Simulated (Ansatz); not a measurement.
# Ga2O3 (C2/m): a many-body input that goes wrong, and its mend

A first try at the G0W0 gap of Ga2O3 (C2/m), what the program said, and an input that works.

Calculated with Ansatz 0.2.0; G0W0 on r2SCAN, plane waves, PAW.

## Step 1: Set-up

It takes space group C2/m (No. 12, monoclinic). Conventional cell: a = 12.214 Å, b = 3.037 Å, c = 5.798 Å, α = 90.00°, β = 103.83°, γ = 90.00°. Ga has 4 O at 1.83 to 1.86 Å nearest. Nearest to Ga lie 6 O at 1.94 to 2.07 Å. Nearest to O lie 3 Ga at 1.83 to 1.94 Å. O has 4 Ga at 1.86 to 2.07 Å nearest. Nearest to O lie 3 Ga at 1.83 to 1.94 Å. Farther neighbours and most contacts between anions are not listed.

The cell and positions come from the Crystallography Open Database and are kept as given unless a step says otherwise. The default PAW set here is soft_2. Its files were made with PBE.

## Step 2: First try

File input.yaml:

```yaml
crystal:
  lattice:
    - [6.107, -1.51855, 0.0]
    - [6.107, 1.51855, 0.0]
    - [-1.3859888959, 0.0, 5.630008738]
  atoms:
    - { symbol: Ga, position: [0.0905, 0.0905, 0.7946] }
    - { symbol: Ga, position: [0.9095, 0.9095, 0.2054] }
    - { symbol: Ga, position: [0.65866, 0.65866, 0.31402] }
    - { symbol: Ga, position: [0.34134, 0.34134, 0.68598] }
    - { symbol: O, position: [0.1645, 0.1645, 0.1098] }
    - { symbol: O, position: [0.8355, 0.8355, 0.8902] }
    - { symbol: O, position: [0.1733, 0.1733, 0.5632] }
    - { symbol: O, position: [0.8267, 0.8267, 0.4368] }
    - { symbol: O, position: [0.4959, 0.4959, 0.2566] }
    - { symbol: O, position: [0.5041, 0.5041, 0.7434] }
kpoints:
  mp_grid: { grid: [1, 1, 1] }
hamiltonian:
  xc: r2scan
scf:
  occupations: { method: fixed }
gw:
  n_empty_bands: 169
  ecut_chi: 80
  qp_bands: [v3, c3]
  qp_kpoints: band_edges
  screening: { model: contour_deformation }
```

Launch:

```sh
ansatz run input.yaml --threads 3 --pin off --max-ram 92160MiB --backend cuda --events-out ev --progress --plain --runs-dir out --devices 1 --max-vram 13GiB
```

Numbers of over 12 decimals in the logs are rounded to 6 here.

What it wrote:

```text
GPUs: using 1 of 1 available (devices: 1).
Engine: ansatz 0.2.0, x86_64-unknown-linux-gnu
Pseudopotentials: kind: paw
Pseudopotential: Ga, paw, valence charge 13, recommended cutoff 500 eV (meta_gga), Ga.paw.azcp
Pseudopotential: O, paw, valence charge 6, recommended cutoff 500 eV (meta_gga), O.paw.azcp
Functional definition: r2SCAN
  parameter k0 = 0.174
  parameter k1 = 0.065
  parameter a1 = 4.9479
  exchange = r2scan_x(k0 = k0, k1 = k1, a1 = a1)
  correlation = r2scan_c
device memory: the entry about to start is reckoned to put 1.6 GiB on a device that reports 61.6 GiB free (of which the cap on the GPU budget leaves the run 13.0 GiB)
GPU FFT provider: cuFFT
GPU libraries: cuBLAS 13.8.2, cuFFT 12.4.0, cuSOLVER 12.3.4
Crystal: 10 atoms, lattice volume = 104.423 Å³
Basis set: ecut = 500 eV, 2661 PW (Γ), exchange–correlation on 192×192×180 points (64 copies of the dense FFT grid, shifted against one another)
Bands: 54, of which v1, the nominal top of the filled ones, is band 44 counted from 1 (43 counted from 0)
Symmetry: 4 space group operations
Space group: C2/m (ITA 12), of the structure as read, at distance tolerance 4.7e-5 Å
k-points: 1
Non-local potential: Ga, projectors of the file, l = 0: 2, l = 1: 2, l = 2: 3, l = 3: 1
Non-local potential: O, projectors of the file, l = 0: 2, l = 1: 2, l = 2: 1
PAW form: soft (Blöchl's): semilocal exchange-correlation on the pseudo side does not see the compensation charge
PAW frozen core: Ga, regenerated for the run's functional (the file was generated under x = pbe(κ = 0.804, μ = 0.219515), c = pbe(β = 0.066725))
PAW frozen core: O, regenerated for the run's functional (the file was generated under x = pbe(κ = 0.804, μ = 0.219515), c = pbe(β = 0.066725))
PAW one-centre angular grid: Ga, 590 points (default); XC on 160 Gauss nodes
PAW one-centre angular grid: O, 302 points (default); XC on 160 Gauss nodes
Initial density: superposition of atomic densities (neutral atoms: chi_scale 0, normalization atom), corrected by the library's trained network
Initial wavefunctions: pseudopotential atomic-orbital guess
GPU buffer pool allocated for 103680 grid points (all kernels)
GPU transforms: local potential: pruned to the plane-wave sphere, on 45×45×45; band sums: pruned to the plane-wave sphere, on 48×48×45
Functional: x = r2scan, c = r2scan; τ floored in thin density (d = 2e-4 eV/Å³)
SCF iter   1: F=—  HF=-18565.933355 eV  |F-HF|=—  |Δ(HF+E_count)|=         —  Δρ=6.14e-2  dr2=2.29e0  dr2_τ=9.83e-1  ethr=1.77e-3  ⟨swp⟩=5.0  Hψ=173  notcnv=0  defer=8
preconditioner: auto → Resta (q_TF=auto, 2.652 Å⁻¹)  ε∞=4.4  [insulator: Δε(μ)=3.122 eV  Ē_g=18.355 eV  n_scr=34 (ndim 8)  ℏωp=34.1 eV  f_vac=0.014  ε∞_Penn≈4.4]
SCF iter   2: F=—  HF=-18565.754398 eV  |F-HF|=—  |Δ(HF+E_count)|=   1.79e-1  Δρ=2.81e-2  dr2=3.05e-1  dr2_τ=4.49e-2  ethr=1.77e-3  ⟨swp⟩=2.0  Hψ=108  notcnv=0  defer=8
SCF iter   3: F=—  HF=-18565.771924 eV  |F-HF|=—  |Δ(HF+E_count)|=   1.75e-2  Δρ=9.95e-3  dr2=4.43e-2  dr2_τ=3.98e-3  ethr=3.46e-4  ⟨swp⟩=2.0  Hψ=54  notcnv=0  defer=8
SCF iter   4: F=—  HF=-18565.780166 eV  |F-HF|=—  |Δ(HF+E_count)|=   8.24e-3  Δρ=1.64e-3  dr2=1.72e-3  dr2_τ=2.16e-4  ethr=5.04e-5  ⟨swp⟩=3.0  Hψ=98  notcnv=0  defer=8
SCF iter   5: F=—  HF=-18565.780089 eV  |F-HF|=—  |Δ(HF+E_count)|=   7.67e-5  Δρ=6.83e-4  dr2=2.91e-4  dr2_τ=2.82e-5  ethr=1.95e-6  ⟨swp⟩=2.0  Hψ=92  notcnv=0  defer=8
SCF iter   6: F=—  HF=-18565.780193 eV  |F-HF|=—  |Δ(HF+E_count)|=   1.04e-4  Δρ=1.65e-4  dr2=2.40e-5  dr2_τ=2.12e-6  ethr=3.31e-7  ⟨swp⟩=2.0  Hψ=92  notcnv=0  defer=8
SCF iter   7: F=—  HF=-18565.780199 eV  |F-HF|=—  |Δ(HF+E_count)|=   5.93e-6  Δρ=6.81e-5  dr2=3.48e-6  dr2_τ=5.00e-7  ethr=2.73e-8  ⟨swp⟩=2.0  Hψ=94  notcnv=0  defer=2
SCF iter   8: F=—  HF=-18565.780199 eV  |F-HF|=—  |Δ(HF+E_count)|=   2.08e-7  Δρ=1.76e-5  dr2=2.98e-7  dr2_τ=2.19e-8  ethr=3.96e-9  ⟨swp⟩=3.0  Hψ=96  notcnv=0  defer=2
SCF iter   9: F=-18565.780199 eV  HF=-18565.780199 eV  |F-HF|=1.07e-9  |Δ(HF+E_count)|=   9.71e-8  Δρ=3.48e-6  dr2=1.35e-8  dr2_τ=9.02e-10  ethr=1.14e-10  ⟨swp⟩=9.0  Hψ=176  notcnv=0
SCF 1 converged in 9 iterations: F = -18565.780199 eV  dr2 = 1.35e-8
[...]
device memory: the entry about to start is reckoned to put 1.7 GiB on a device that reports 59.3 GiB free (of which the cap on the GPU budget leaves the run 13.0 GiB)
NSCF: frozen V_eff on 1 k-points
[...]
device memory: the entry about to start is reckoned to put 0.9 GiB on a device that reports 59.2 GiB free (of which the cap on the GPU budget leaves the run 13.0 GiB)
NSCF: frozen V_eff on 1 k-points
G₀W₀ screening: q 1/1
G₀W₀ self-energy: k 1/1
device memory: the entry about to start is reckoned to put 0.8 GiB on a device that reports 52.3 GiB free (of which the cap on the GPU budget leaves the run 13.0 GiB)
NSCF: frozen V_eff on 1 k-points
device memory: the entry about to start is reckoned to put 0.8 GiB on a device that reports 52.1 GiB free (of which the cap on the GPU budget leaves the run 13.0 GiB)
NSCF: frozen V_eff on 1 k-points
device memory: the entry about to start is reckoned to put 0.8 GiB on a device that reports 51.5 GiB free (of which the cap on the GPU budget leaves the run 13.0 GiB)
NSCF: frozen V_eff on 1 k-points
device memory: the entry about to start is reckoned to put 0.8 GiB on a device that reports 51.6 GiB free (of which the cap on the GPU budget leaves the run 13.0 GiB)
NSCF: frozen V_eff on 1 k-points
device memory: the entry about to start is reckoned to put 0.8 GiB on a device that reports 53.1 GiB free (of which the cap on the GPU budget leaves the run 13.0 GiB)
NSCF: frozen V_eff on 1 k-points
device memory: the entry about to start is reckoned to put 0.8 GiB on a device that reports 53.2 GiB free (of which the cap on the GPU budget leaves the run 13.0 GiB)
NSCF: frozen V_eff on 1 k-points
device memory: the entry about to start is reckoned to put 0.8 GiB on a device that reports 53.7 GiB free (of which the cap on the GPU budget leaves the run 13.0 GiB)
NSCF: frozen V_eff on 1 k-points
device memory: the entry about to start is reckoned to put 0.8 GiB on a device that reports 54.0 GiB free (of which the cap on the GPU budget leaves the run 13.0 GiB)
NSCF: frozen V_eff on 1 k-points
SCF converged after 9 iterations
Free energy (F): -18565.780199 eV
Harris-Foulkes:  -18565.780199 eV  (|F-HF|=1.07e-9)
Internal energy: -18565.780199 eV  (E = F + TS)
E sigma→0 (E₀):  -18565.780199 eV
Fermi energy:    8.315950 eV
--- Per-component energies (eV) ---
  E_band       = -122.472481
  E_kinetic    = 1546.135437
  E_local      = -9137.812110  (includes V_loc(G=0)·N_el)
  E_nonlocal   = 2040.582015
  E_hartree    = 4126.023436
  E_xc         = -681.464902
  E_vxc        = -859.839255  (∫ρ·V_xc dr)
  E_paw        = -9031.672861  (= ΣΔE_a)
  E_vpaw       = -2015.179380  (= ΣTr[D̂ρ^β])
  E_aug_tail   = 0.006299  (compensation charges beyond the density's cutoff)
  E_vtau       = 51.586641  (kinetic-family band-sum trace: ∫τ·v_τ [+ j·A + Jᵃ·Aᵃ] dr)
  E_ewald      = -7424.773589
  E_core_change = -2.803925  (= ΣΔE_core)
  E_smearing   = -0.000000  (= −TS)
  E_closure    = -0.000000  (closes the sum)
  Σ components = -18565.780199   (vs F -18565.780199, Δ=0.00e0)
--- Band table (eV) ---
  k-point 0: bands = [... 40 lower, 7.7413, 7.8629, 8.0859, 8.3160, 11.0917, 14.4838, 15.4209, 15.6147, ... 6 higher]
--- G₀W₀: contour deformation, 6 samples at zero and on the imaginary axis and 1 off it, 1 q-point, 169 empty bands' worth ---
  eigenvalues of the whole cell's RPA ε∞ on this k-mesh (on a slab, of 1 + 4πα/V) = 11.9964, 12.2201, 13.8322; static W/v taken at q = 0 is 0.080589
  gw.qp_kpoints: band_edges: 1 of 1 stored k-point solved, in 1 pass; an edge of the gap read off the rows below is read off those points alone
    ik  band        ε_KS         Σx   Σc(E_QP)       V_xc       Z   E_QP_lin       E_QP  E_QP is
     0    42      7.8629   -26.8784     5.3601   -21.6383  0.7494     7.9826     7.9828  root
     0    43      8.0859   -27.0891     5.3549   -21.8750  0.7500     8.2262     8.2266  root
     0    44      8.3160   -27.7186     5.5500   -22.2920  0.7495     8.4390     8.4392  root
     0    45     11.0917   -10.9478    -4.9056   -16.2699  0.7893    11.5109    11.5081  root
     0    46     14.4838   -10.6549    -5.0968   -16.3901  0.7769    15.1300    15.1223  root
     0    47     15.4209    -8.3506    -5.3215   -14.0968  0.7837    15.8487    15.8455  root
```

Run time: 11 s. Hardware: 1 × NVIDIA H100 80GB HBM3 (shared by 6 runs) with 3 threads of AMD EPYC 7R13 (Zen 3), shared host; peak memory 1.3 GiB; 8.7 s of CPU time.

**Diagnosis.**

The run ended normally, though the input holds a fault or crude settings.

The fault: G0W0 on a mesh far too coarse. So few points can't sample the density or the screening, and the band edges may lie elsewhere in the zone.

It printed a gap of 3.07 eV, which is an artefact of the settings.

## Step 3: A better input

Now the one-shot GW correction: screening in the RPA, then the self-energy of the levels asked for.

Changes to input.yaml since step 2:

```diff
@@ -17,3 +17,3 @@
 kpoints:
-  mp_grid: { grid: [1, 1, 1] }
+  mp_grid: { grid: [6, 6, 4] }
 hamiltonian:
@@ -23,4 +23,4 @@
 gw:
-  n_empty_bands: 169
-  ecut_chi: 80
+  n_empty_bands: 266
+  ecut_chi: 108
   qp_bands: [v3, c3]
```

What it wrote:

```text
GPUs: using 1 of 1 available (devices: 1).
[...]
GPU FFT provider: cuFFT
GPU libraries: cuBLAS 13.8.2, cuFFT 12.4.0, cuSOLVER 12.3.4
Crystal: 10 atoms, lattice volume = 104.423 Å³
Basis set: ecut = 500 eV, 2661 PW (Γ), exchange–correlation on 192×192×180 points (64 copies of the dense FFT grid, shifted against one another)
Bands: 54, of which v1, the nominal top of the filled ones, is band 44 counted from 1 (43 counted from 0)
[... 1 set-up line as in the run before ...]
[...]
k-points: 47 of 144
[...]
GPU buffer pool allocated for 103680 grid points (all kernels)
[...]
SCF iter   1: F=—  HF=-18577.669606 eV  |F-HF|=—  |Δ(HF+E_count)|=         —  Δρ=1.36e-2  dr2=8.51e-2  dr2_τ=4.04e-1  ethr=1.77e-3  ⟨swp⟩=4.9  Hψ=8122  notcnv=0  defer=372
[...]
0    42      7.2926   -27.2652     4.7471   -21.9255  0.7819     6.6961     6.7000  root
     0    43      7.4918   -27.3083     4.6026   -22.1515  0.7836     6.9344     6.9377  root
     0    44      7.7448   -27.7773     4.7127   -22.5099  0.7857     7.1869     7.1901  root
     0    45     10.8601   -11.8185    -3.4993   -16.2166  0.8457    11.7633    11.7588  root
     0    46     14.2332   -11.2816    -4.1087   -16.5975  0.8306    15.4528    15.4404  root
     0    47     15.2380    -9.3996    -4.0762   -14.4207  0.8394    16.1901    16.1829  root
     1    42      7.2286   -28.2939     4.4112   -23.3186  0.7887     6.6613     6.6645  root
     1    43      7.2955   -26.8200     4.7892   -21.3771  0.7823     6.6369     6.6418  root
[...]
46    44      7.7605   -27.2202     4.8079   -21.8467  0.7816     7.1914     7.1949  root
    46    45     13.6932   -12.7411    -3.8189   -17.7845  0.8295    14.9297    14.9176  root
    46    46     13.8060   -11.9909    -3.8543   -17.0455  0.8272    15.0185    15.0063  root
    46    47     14.8150   -12.1727    -4.1436   -17.5364  0.8236    16.0490    16.0350  root
[key lines of the parts left out:]
SCF converged after 8 iterations
Free energy (F): -18577.838113 eV
Fermi energy:    7.760477 eV
```

Elapsed: 2.6 min, on 1 × NVIDIA H100 80GB HBM3 (shared by 6 runs) with 3 threads; peak memory 2.7 GiB; 4.4 min of CPU time.

Numbers from this step:

| Quantity | Value |
| --- | --- |
| bands summed | 310 |
| RPA ε∞ on this mesh (eigenvalues) | 3.458, 3.569, 3.589 |
| plane waves in the screening matrix | 275 |
| q-points in the mesh | 144 |
| G0W0 gap on the mesh | 4.564 eV |
| k of the valence top | -0.5, -0.5, -0.5 |
| k of the conduction bottom | 0, 0, 0 |
| starting gap on the mesh | 3.100 eV |
| Z at the valence top | 0.7816 |
| Z at the conduction bottom | 0.8457 |
| least direct G0W0 gap on the computed points | 4.569 eV |

The gap on the mesh goes from 3.10 eV to 4.56 eV, a correction of +1.46 eV. Between the two edge states, bare exchange in place of the xc potential would open the gap by 9.77 eV, and correlation takes back 8.31 eV.

## Step 4: What came out

```
first try  : converged after 11 s
better run : G0W0 gap on the mesh 4.56 eV (6×6×4 mesh, 266 empty bands, screening to 108 eV)
```

What this shows: The second run differs in: mesh, empty bands and screening cutoff (eV). Bands and cutoff are finite, so the gap is not at the basis limit. The miss can reach some tenths of an eV and take either sign; the mesh is an error of its own. The many-body steps are scalar-relativistic: spin-orbit coupling is not in them.

[Paths, hosts, dates, memory and timing lines, banners, echoed tables and standing remarks are left out of the program output.]

[Logs are printed without paths, hosts, clocks, repeated set-up lines and the standing remarks that a program may print on its own settings, such as how far it seeks lower states.]

[Runs of the session that timed out or met a known fault of the program may be left out.]

[Cells called generated may have been cut or substituted from an entry of the Crystallography Open Database or the Materials Project.]

[Hosts, paths, dates, database ids (printed as entryN), source tags and the programs' standing remarks are cut or masked in the printed files.]
